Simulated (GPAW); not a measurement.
# Work function of a 8-layer slab of Pb(100) at several levels

Aim: the work function of both faces of a 8-layer slab of Pb(100), and its spread over functionals and bases.

Program: GPAW 26.7.0. Level of theory: GPAW, PAW setups; slab in vacuum, relaxation, in the first sound run; inputs show where later runs differ. Results are calculated unless marked as measured.

This is a report of a sequence of runs, with most program output left out.

## (1) The starting structure

The cell holds 8 atoms: 8 Pb. Its edges and angles: a = 3.500 Å, b = 3.500 Å, c = 33.325 Å, α = 90.0°, β = 90.0°, γ = 90.0°. Vacuum lies along c.

## (2) Relaxing the atoms

The atoms are relaxed first, since the surface dipole, and with it the work function, follows the positions of the outer layers. The lowest 4 atoms are held at bulk positions and keep their forces.

File run.py:

```python
import json
import numpy as np
from ase import Atoms
from ase.constraints import FixAtoms
from ase.optimize import BFGS
from gpaw import GPAW, PW

slab = Atoms(
    ['Pb', 'Pb', 'Pb', 'Pb', 'Pb', 'Pb', 'Pb', 'Pb'],
    positions=[
        [1.75009, 1.75009, 8.00000],
        [0.00000, 0.00000, 10.47500],
        [1.75009, 1.75009, 12.95000],
        [0.00000, 0.00000, 15.42500],
        [1.75009, 1.75009, 17.90000],
        [0.00000, 0.00000, 20.37500],
        [1.75009, 1.75009, 22.85000],
        [0.00000, 0.00000, 25.32500]],
    cell=[[3.50018, 0.0, 0.0], [0.0, 3.50018, 0.0], [0.0, 0.0, 33.325]],
    pbc=[True, True, False])

slab.calc = GPAW(mode=PW(400), xc='PBE', kpts={'size': (9, 9, 1), 'gamma': True},
                 occupations={'name': 'fermi-dirac', 'width': 0.1}, nbands='200%',
                 convergence={'density': 1e-05}, maxiter=200,
                 poissonsolver={'dipolelayer': 'xy'},
                 symmetry={'tolerance': 1e-3, 'extra_ids': [1, 1, 1, 1, 0, 0, 0, 0]}, txt='slab.txt')
result = {}
slab.set_constraint(FixAtoms([0, 1, 2, 3]))
path = []
opt = BFGS(slab, maxstep=0.2)
opt.attach(lambda: path.append((slab.get_potential_energy(), slab.positions.tolist(), slab.get_forces().tolist())))
result['relaxed'] = bool(opt.run(fmax=0.03, steps=40))
result['path'] = path
energy = slab.get_potential_energy()
fermi = slab.calc.get_fermi_level()
v = slab.calc.get_electrostatic_potential().mean((0, 1)) - fermi
n = slab.calc.get_pseudo_density().mean((0, 1))
L = slab.cell[2, 2]
z = np.arange(len(v)) * L / len(v)
low, high = slab.positions[:, 2].min(), slab.positions[:, 2].max()
below, above = np.interp([low - 5.8, high + 5.8], z, v)
slopes = [np.interp(x, z, np.gradient(v, z)) for x in (low - 5.8, high + 5.8)]
eps = np.array([[slab.calc.get_eigenvalues(k, s) for k in range(len(slab.calc.get_ibz_k_points()))]
                for s in range(slab.calc.get_number_of_spins())]) - fermi
top, bottom = eps[eps < 0].max(), eps[eps > 0].min()
dipole = slab.get_dipole_moment()[2]
print(f'energy {energy:.4f} eV, Fermi level {fermi:.4f} eV, dipole {dipole:.5f} e A')
print(f'potential 5.8 A off the faces, from the Fermi level: lower {below:.4f} eV, upper {above:.4f} eV')
print(f'slope of the potential there: lower {slopes[0]:.5f}, upper {slopes[1]:.5f} eV/A')
print(f'nearest levels on the mesh: {top:.4f} and {bottom:.4f} eV')
print('magnetic moment', round(slab.get_magnetic_moment(), 3))
result.update(energy=energy, fermi=fermi, dipole=dipole, below=below, above=above, slopes=slopes, edges=[top, bottom],
              z=z.tolist(), v=v.tolist(), n=n.tolist(), positions=slab.positions.tolist(),
              forces=slab.get_forces(apply_constraint=False).tolist(), moments=slab.get_magnetic_moments().tolist())
json.dump(result, open('result.json', 'w'))
```

Launch:

```
OMP_NUM_THREADS=1 OPENBLAS_NUM_THREADS=1 python run.py
```

Run time: 54 min. Hardware: 1 thread of Intel Xeon 6975P-C (Granite Rapids), shared host; peak memory 0.48 GiB.

Relaxation path:

```csv
step,energy less that of the first step (eV),largest force (eV/Å)
1,0.0000,0.4064
2,-0.0034,0.3888
3,-0.0330,0.1181
4,-0.0331,0.0604
5,-0.0332,0.0573
6,-0.0253,0.3184
7,-0.0366,0.1114
8,-0.0368,0.1062
9,-0.0392,0.0443
10,-0.0399,0.0597
11,-0.0406,0.0489
12,-0.0410,0.0544
13,-0.0413,0.0616
14,-0.0415,0.0607
15,-0.0432,0.0482
16,-0.0434,0.0234
```

The atoms that moved most (Å):

| atom | dx | dy | dz | length |
| --- | --- | --- | --- | --- |
| Pb7 | 0.000 | 0.000 | 0.289 | 0.289 |
| Pb8 | 0.000 | 0.000 | 0.164 | 0.164 |
| Pb5 | 0.000 | 0.000 | 0.061 | 0.061 |
| Pb6 | 0.000 | 0.000 | 0.059 | 0.059 |

Final coordinates:

```cif
data_structure
_symmetry_space_group_name_H-M 'P 1'
_symmetry_Int_Tables_number 1
_cell_length_a 3.5002
_cell_length_b 3.5002
_cell_length_c 33.3250
_cell_angle_alpha 90.000
_cell_angle_beta 90.000
_cell_angle_gamma 90.000
_cell_volume 408.27
loop_
_atom_site_label
_atom_site_type_symbol
_atom_site_fract_x
_atom_site_fract_y
_atom_site_fract_z
_atom_site_occupancy
Pb1 Pb 0.50000 0.50000 0.24006 1
Pb2 Pb 0.00000 0.00000 0.31433 1
Pb3 Pb 0.50000 0.50000 0.38860 1
Pb4 Pb 0.00000 0.00000 0.46287 1
Pb5 Pb 0.50000 0.50000 0.53898 1
Pb6 Pb 0.00000 0.00000 0.61317 1
Pb7 Pb 0.50000 0.50000 0.69434 1
Pb8 Pb 0.00000 0.00000 0.76487 1
```

Numbers from this step:

| Property | Result |
| --- | --- |
| dipole along the normal | -0.004586 e·Å |
| levels nearest the Fermi level on the mesh | -0.01440, 0.01467 eV from the Fermi level |
| upper work function | 3.770 eV |
| lower work function | 3.698 eV |

The electrostatic potential energy of an electron (without an applied field's), less the Fermi level, planar mean oscillates, so the rows of the table below give means over windows of 2.5 Å about each position, cut where the curve ends. Its maxima inside the range that stand out by 2 % of the span (Å: eV): 9.3: -0.0593, 11.7: -0.179, 14.3: -0.192, 16.7: 0.211, 19.2: -0.135, 21.8: 0.894, 24.3: -0.755. Its minima: 8.0: -18.5, 10.5: -18.5, 12.9: -18.6, 15.4: -18.6, 17.9: -18.4, 20.4: -18.6, 23.1: -18.5, 25.5: -18.5.

Electrostatic potential energy of an electron (without an applied field's), less the Fermi level, planar mean against z; means over each step:

| z (Å) | electrostatic potential energy of an electron (without an applied field's), less the Fermi level, planar mean (eV) |
| --- | --- |
| 1.25 | 3.70 |
| 3.75 | 3.69 |
| 6.25 | 1.57 |
| 8.75 | -7.57 |
| 11.25 | -7.76 |
| 13.75 | -7.67 |
| 16.25 | -7.34 |
| 18.75 | -7.70 |
| 21.25 | -6.63 |
| 23.75 | -8.12 |
| 26.25 | -5.56 |
| 28.75 | 3.71 |
| 31.25 | 3.77 |

The pseudo valence density, planar mean oscillates, so the rows of the table below give means over windows of 2.5 Å about each position, cut where the curve ends. Its maxima inside the range that stand out by 2 % of the span (Å: e/Å³): 7.9: 1.01, 10.4: 1.03, 12.9: 1.04, 15.4: 1.04, 17.9: 1.03, 20.4: 1.04, 23.1: 1.04, 25.4: 1.02. Its minima: 9.2: 0.147, 11.7: 0.144, 14.2: 0.144, 16.7: 0.133, 19.2: 0.145, 21.9: 0.110, 24.4: 0.170.

Pseudo valence density, planar mean against z; means over each step:

z (Å), pseudo valence density, planar mean (e/Å³) and a bar:
```
     1.25       0.00 
     3.75       0.00 
     6.25       0.07 #####
     8.75       0.46 #############################
    11.25       0.46 #############################
    13.75       0.46 #############################
    16.25       0.45 ############################
    18.75       0.46 #############################
    21.25       0.42 ##########################
    23.75       0.48 ##############################
    26.25       0.38 ########################
    28.75       0.00 
    31.25       0.00
```

The relaxation lowered the energy of the cell by 0.0434 eV (energies extrapolated to zero smearing; the optimiser's log prints free energies). The largest force left on a free atom is 0.023 eV/Å.

## (3) The slab's potential

With the geometry fixed, the planar mean of the potential gives the vacuum level on each side.

This step: GPAW, PAW setups; slab in vacuum (GPAW 26.7.0).

Edit run.py of step 2 so:

```diff
@@ -3,4 +3,2 @@
 from ase import Atoms
-from ase.constraints import FixAtoms
-from ase.optimize import BFGS
 from gpaw import GPAW, PW
@@ -14,6 +12,6 @@
         [0.00000, 0.00000, 15.42500],
-        [1.75009, 1.75009, 17.90000],
-        [0.00000, 0.00000, 20.37500],
-        [1.75009, 1.75009, 22.85000],
-        [0.00000, 0.00000, 25.32500]],
+        [1.75009, 1.75009, 17.96141],
+        [0.00000, -0.00000, 20.43390],
+        [1.75009, 1.75009, 23.13873],
+        [-0.00000, 0.00000, 25.48923]],
     cell=[[3.50018, 0.0, 0.0], [0.0, 3.50018, 0.0], [0.0, 0.0, 33.325]],
@@ -25,10 +23,4 @@
                  poissonsolver={'dipolelayer': 'xy'},
-                 symmetry={'tolerance': 1e-3, 'extra_ids': [1, 1, 1, 1, 0, 0, 0, 0]}, txt='slab.txt')
+                 symmetry={'tolerance': 1e-3}, txt='slab.txt')
 result = {}
-slab.set_constraint(FixAtoms([0, 1, 2, 3]))
-path = []
-opt = BFGS(slab, maxstep=0.2)
-opt.attach(lambda: path.append((slab.get_potential_energy(), slab.positions.tolist(), slab.get_forces().tolist())))
-result['relaxed'] = bool(opt.run(fmax=0.03, steps=40))
-result['path'] = path
 energy = slab.get_potential_energy()
```

Run time: 5.2 min. Hardware: 1 thread; peak memory 0.47 GiB.

This step gave:

```
dipole along the normal                    : -0.004694 e·Å
levels nearest the Fermi level on the mesh : -0.01439, 0.01465 eV from the Fermi level
```

The electrostatic potential energy of an electron (without an applied field's), less the Fermi level, planar mean oscillates, so the rows of the table below give means over windows of 2.5 Å about each position, cut where the curve ends. Its maxima inside the range that stand out by 2 % of the span (Å: eV): 9.3: -0.0594, 11.7: -0.179, 14.3: -0.192, 16.7: 0.211, 19.2: -0.134, 21.8: 0.894, 24.3: -0.755. Its minima: 8.0: -18.5, 10.5: -18.5, 12.9: -18.6, 15.4: -18.6, 17.9: -18.4, 20.4: -18.6, 23.1: -18.5, 25.5: -18.5.

Table of electrostatic potential energy of an electron (without an applied field's), less the Fermi level, planar mean by z; means over each step:

(Unchanged from step 2.)

The pseudo valence density, planar mean oscillates, so the rows of the table below give means over windows of 2.5 Å about each position, cut where the curve ends. Its maxima inside the range that stand out by 2 % of the span (Å: e/Å³): 7.9: 1.01, 10.4: 1.03, 12.9: 1.04, 15.4: 1.04, 17.9: 1.03, 20.4: 1.04, 23.1: 1.04, 25.4: 1.02. Its minima: 9.2: 0.147, 11.7: 0.144, 14.2: 0.144, 16.7: 0.133, 19.2: 0.145, 21.9: 0.110, 24.4: 0.170.

The pseudo valence density, planar mean by z; means over each step:

z (Å), pseudo valence density, planar mean (e/Å³) and a bar:
```
     1.25       0.00 
     3.75       0.00 
     6.25       0.07 #####
     8.75       0.46 #############################
    11.25       0.46 #############################
    13.75       0.46 #############################
    16.25       0.45 ############################
    18.75       0.46 #############################
    21.25       0.42 ##########################
    23.75       0.48 ##############################
    26.25       0.38 ########################
    28.75       0.00 
    31.25       0.00
```

Force by atom:

```
atom  x (eV/Å)  y (eV/Å)  z (eV/Å)   size
 Pb1     0.000     0.000     0.159  0.159
 Pb2     0.000     0.000    -0.407  0.407
 Pb3     0.000     0.000     0.181  0.181
 Pb4     0.000     0.000     0.031  0.031
 Pb5     0.000     0.000     0.020  0.020
 Pb6     0.000     0.000     0.017  0.017
 Pb7     0.000     0.000    -0.023  0.023
 Pb8     0.000     0.000     0.020  0.020
```

The potential is flat to 2.0e-4 eV/Å where it is read, so the vacuum is wide enough.

## (4) Self-consistent run: xc = "vdW-DF2"

The same geometry under vdW-DF2, to see how far the functional moves the levels against the vacuum (the van der Waals functionals take revPBE setups).

Edit run.py of step 3 so:

```diff
@@ -19,3 +19,3 @@
 
-slab.calc = GPAW(mode=PW(400), xc='PBE', kpts={'size': (9, 9, 1), 'gamma': True},
+slab.calc = GPAW(mode=PW(400), xc='vdW-DF2', kpts={'size': (9, 9, 1), 'gamma': True},
                  occupations={'name': 'fermi-dirac', 'width': 0.1}, nbands='200%',
```

Run time: 14 min. Hardware: 1 thread; peak memory 0.73 GiB.

This step gave:

| Item | Value |
| --- | --- |
| dipole along the normal | -0.004024 e·Å |
| levels nearest the Fermi level on the mesh | -0.1017, 0.004570 eV from the Fermi level |
| upper work function | 4.196 eV |
| lower work function | 4.134 eV |

The electrostatic potential energy of an electron (without an applied field's), less the Fermi level, planar mean oscillates, so the rows of the table below give means over windows of 2.5 Å about each position, cut where the curve ends. Its maxima inside the range that stand out by 2 % of the span (Å: eV): 9.3: -0.291, 11.7: -0.413, 14.3: -0.420, 16.7: -0.0199, 19.2: -0.359, 21.8: 0.686, 24.3: -0.991. Its minima: 8.0: -18.6, 10.5: -18.7, 12.9: -18.8, 15.4: -18.8, 17.9: -18.6, 20.4: -18.7, 23.1: -18.7, 25.5: -18.6.

Table of electrostatic potential energy of an electron (without an applied field's), less the Fermi level, planar mean by z; means over each step:

```csv
z (Å),"electrostatic potential energy of an electron (without an applied field's), less the Fermi level, planar mean (eV)"
1.25,4.14
3.75,4.12
6.25,1.81
8.75,-7.75
11.25,-7.98
13.75,-7.88
16.25,-7.55
18.75,-7.91
21.25,-6.83
23.75,-8.34
26.25,-5.53
28.75,4.12
31.25,4.20
```

The pseudo valence density, planar mean oscillates, so the rows of the table below give means over windows of 2.5 Å about each position, cut where the curve ends. Its maxima inside the range that stand out by 2 % of the span (Å: e/Å³): 7.9: 1.01, 10.4: 1.03, 12.9: 1.04, 15.4: 1.04, 17.9: 1.03, 20.4: 1.04, 23.1: 1.04, 25.4: 1.02. Its minima: 9.2: 0.146, 11.7: 0.144, 14.2: 0.143, 16.7: 0.133, 19.2: 0.144, 21.9: 0.110, 24.4: 0.169.

Pseudo valence density, planar mean against z; means over each step:

z (Å), pseudo valence density, planar mean (e/Å³) and a bar:
```
     1.25       0.00 
     3.75       0.00 
     6.25       0.07 #####
     8.75       0.46 #############################
    11.25       0.46 #############################
    13.75       0.46 #############################
    16.25       0.45 ############################
    18.75       0.46 #############################
    21.25       0.42 ##########################
    23.75       0.48 ##############################
    26.25       0.38 ########################
    28.75       0.00 
    31.25       0.00
```

Force by atom:

```
atom  x (eV/Å)  y (eV/Å)  z (eV/Å)   size
 Pb1     0.000     0.000    -0.295  0.295
 Pb2     0.000     0.000    -0.397  0.397
 Pb3     0.000     0.000     0.188  0.188
 Pb4     0.000     0.000     0.043  0.043
 Pb5     0.000     0.000     0.010  0.010
 Pb6     0.000     0.000     0.100  0.100
 Pb7     0.000     0.000    -0.156  0.156
 Pb8     0.000     0.000     0.522  0.522
```

The upper face's work function is 4.196 eV, against 3.770 eV in the first plane-wave PBE run at this geometry.

## (5) Self-consistent run: xc = "RPBE"

The same geometry under RPBE, to see how far the functional moves the levels against the vacuum.

Edit run.py of step 4 so:

```diff
@@ -19,3 +19,3 @@
 
-slab.calc = GPAW(mode=PW(400), xc='vdW-DF2', kpts={'size': (9, 9, 1), 'gamma': True},
+slab.calc = GPAW(mode=PW(400), xc='RPBE', kpts={'size': (9, 9, 1), 'gamma': True},
                  occupations={'name': 'fermi-dirac', 'width': 0.1}, nbands='200%',
```

Run time: 5.3 min. Hardware: 1 thread; peak memory 0.47 GiB.

This step gave:

```
dipole along the normal                    : -0.004797 e·Å
levels nearest the Fermi level on the mesh : -0.01252, 0.01142 eV from the Fermi level
upper work function                        : 3.621 eV
lower work function                        : 3.548 eV
```

The electrostatic potential energy of an electron (without an applied field's), less the Fermi level, planar mean oscillates, so the rows of the table below give means over windows of 2.5 Å about each position, cut where the curve ends. Its maxima inside the range that stand out by 2 % of the span (Å: eV): 9.3: -0.193, 11.7: -0.318, 14.3: -0.328, 16.7: 0.0731, 19.2: -0.271, 21.8: 0.752, 24.3: -0.887. Its minima: 8.0: -18.6, 10.5: -18.6, 12.9: -18.7, 15.4: -18.7, 17.9: -18.5, 20.4: -18.7, 23.1: -18.6, 25.5: -18.6.

Table of electrostatic potential energy of an electron (without an applied field's), less the Fermi level, planar mean by z; means over each step:

z (Å), electrostatic potential energy of an electron (without an applied field's), less the Fermi level, planar mean (eV) and a bar from the least value:
```
     1.25        3.6 ##############################
     3.75        3.5 ##############################
     6.25        1.4 ########################
     8.75       -7.7 #
    11.25       -7.9 #
    13.75       -7.8 #
    16.25       -7.5 ##
    18.75       -7.8 #
    21.25       -6.8 ####
    23.75       -8.2 
    26.25       -5.7 ######
    28.75        3.6 ##############################
    31.25        3.6 ##############################
```

The upper face's work function is 3.621 eV, against 3.770 eV in the first plane-wave PBE run at this geometry.

## (6) Self-consistent run: xc = "revPBE"

The same geometry under revPBE, to see how far the functional moves the levels against the vacuum.

Edit run.py of step 5 so:

```diff
@@ -19,3 +19,3 @@
 
-slab.calc = GPAW(mode=PW(400), xc='RPBE', kpts={'size': (9, 9, 1), 'gamma': True},
+slab.calc = GPAW(mode=PW(400), xc='revPBE', kpts={'size': (9, 9, 1), 'gamma': True},
                  occupations={'name': 'fermi-dirac', 'width': 0.1}, nbands='200%',
```

Elapsed: 5.1 min, on 1 thread; peak memory 0.47 GiB.

Numbers from this step:

* dipole along the normal: -0.004667 e·Å
* levels nearest the Fermi level on the mesh: -0.01354, 0.01177 eV from the Fermi level
* upper work function: 3.633 eV
* lower work function: 3.562 eV

The upper face's work function is 3.633 eV, against 3.770 eV in the first plane-wave PBE run at this geometry.

## (7) OptPBE vdW: xc = "optPBE-vdW"

The same geometry under optPBE-vdW, to see how far the functional moves the levels against the vacuum (the van der Waals functionals take revPBE setups).

Edit run.py of step 6 so:

```diff
@@ -19,3 +19,3 @@
 
-slab.calc = GPAW(mode=PW(400), xc='revPBE', kpts={'size': (9, 9, 1), 'gamma': True},
+slab.calc = GPAW(mode=PW(400), xc='optPBE-vdW', kpts={'size': (9, 9, 1), 'gamma': True},
                  occupations={'name': 'fermi-dirac', 'width': 0.1}, nbands='200%',
```

Run time: 6.1 min. Hardware: 1 thread; peak memory 0.72 GiB.

Numbers from this step:

* dipole along the normal: -0.004582 e·Å
* levels nearest the Fermi level on the mesh: -0.002839, 0.01828 eV from the Fermi level
* upper work function: 3.989 eV
* lower work function: 3.919 eV

The electrostatic potential energy of an electron (without an applied field's), less the Fermi level, planar mean oscillates, so the rows of the table below give means over windows of 2.5 Å about each position, cut where the curve ends. Its maxima inside the range that stand out by 2 % of the span (Å: eV): 9.3: -0.107, 11.7: -0.221, 14.3: -0.232, 16.7: 0.168, 19.2: -0.176, 21.8: 0.859, 24.3: -0.805. Its minima: 8.0: -18.5, 10.5: -18.5, 12.9: -18.6, 15.4: -18.6, 17.9: -18.4, 20.4: -18.5, 23.1: -18.5, 25.5: -18.5.

Table of electrostatic potential energy of an electron (without an applied field's), less the Fermi level, planar mean by z; means over each step:

```csv
z (Å),"electrostatic potential energy of an electron (without an applied field's), less the Fermi level, planar mean (eV)"
1.25,3.92
3.75,3.91
6.25,1.69
8.75,-7.60
11.25,-7.78
13.75,-7.69
16.25,-7.36
18.75,-7.72
21.25,-6.65
23.75,-8.15
26.25,-5.52
28.75,3.92
31.25,3.99
```

The upper face's work function is 3.989 eV, against 3.770 eV in the first plane-wave PBE run at this geometry.

## (8) Self-consistent run: xc = "LDA"

The same geometry under LDA, to see how far the functional moves the levels against the vacuum.

Edit run.py of step 7 so:

```diff
@@ -19,3 +19,3 @@
 
-slab.calc = GPAW(mode=PW(400), xc='optPBE-vdW', kpts={'size': (9, 9, 1), 'gamma': True},
+slab.calc = GPAW(mode=PW(400), xc='LDA', kpts={'size': (9, 9, 1), 'gamma': True},
                  occupations={'name': 'fermi-dirac', 'width': 0.1}, nbands='200%',
```

The job ended after 8.7 min (1 thread; peak memory 0.48 GiB).

This step gave:

* dipole along the normal: -0.004691 e·Å
* levels nearest the Fermi level on the mesh: -0.01547, 0.01397 eV from the Fermi level
* upper work function: 4.087 eV
* lower work function: 4.015 eV

The electrostatic potential energy of an electron (without an applied field's), less the Fermi level, planar mean oscillates, so the rows of the table below give means over windows of 2.5 Å about each position, cut where the curve ends. Its maxima inside the range that stand out by 2 % of the span (Å: eV): 9.3: 0.325, 11.7: 0.213, 14.3: 0.197, 16.7: 0.600, 19.2: 0.255, 21.8: 1.28, 24.3: -0.365. Its minima: 8.0: -18.2, 10.5: -18.1, 12.9: -18.2, 15.4: -18.2, 17.9: -18.1, 20.4: -18.2, 23.1: -18.2, 25.5: -18.1.

The electrostatic potential energy of an electron (without an applied field's), less the Fermi level, planar mean by z; means over each step:

| z (Å) | electrostatic potential energy of an electron (without an applied field's), less the Fermi level, planar mean (eV) |
| --- | --- |
| 1.25 | 4.02 |
| 3.75 | 4.01 |
| 6.25 | 1.91 |
| 8.75 | -7.20 |
| 11.25 | -7.38 |
| 13.75 | -7.29 |
| 16.25 | -6.96 |
| 18.75 | -7.32 |
| 21.25 | -6.26 |
| 23.75 | -7.74 |
| 26.25 | -5.21 |
| 28.75 | 4.03 |
| 31.25 | 4.09 |

The upper face's work function is 4.087 eV, against 3.770 eV in the first plane-wave PBE run at this geometry.

(Continued in part 2 of 2.)

[Logs are printed without paths, hosts, clocks, repeated set-up lines and the standing remarks that a program may print on its own settings, such as how far it seeks lower states.]

[Hosts, paths, dates, database ids (printed as entryN), source tags and the programs' standing remarks are cut or masked in the printed files.]
